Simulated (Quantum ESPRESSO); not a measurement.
# Voltage at the next charge: Ti(0001), 4 layers, one monolayer of Na on fcc sites against an electrode

**Set-up.** Quantum ESPRESSO 7.5, PBE, GBRV ultrasoft; ESM with bc3, a metal electrode 5.97 Å above the top atoms; cell area 7.537 Å²; ions fixed. V is the potential energy of an electron at the electrode over the slab's Fermi level, divided by e, so that it equals the work function at zero charge; positive charge removes electrons.

| charge (e a cell) | V (V) |
| --- | --- |
| 0 | 3.462 |
| 0.0113 | 4.404 |
| 0.0226 | 5.383 |

**Question.** What is V at a charge of 0.0452 e, and what capacitance do the rows imply?

**Fit.** The last two rows give dV/dq = (5.383 − 4.404)/(0.0226 − 0.0113) = 86.6 V/e, so C = 1602/(7.537 × 86.6) = 2.45 µF/cm², an effective gap of 8.854/2.45 = 3.61 Å. At constant C, V = 5.383 + 86.6 × 0.0226 = 7.34 V.

**Check.** V = 7.426 V; the estimate misses by −0.08 V, 4.1 % of the step. Over the three intervals C goes 2.55, 2.45 and 2.35 µF/cm²: it falls as electrons leave, the surface charge drawing back towards the atoms.

**Limits.** Vacuum fills the gap; a dielectric or electrolyte would change C. The slab is thin.
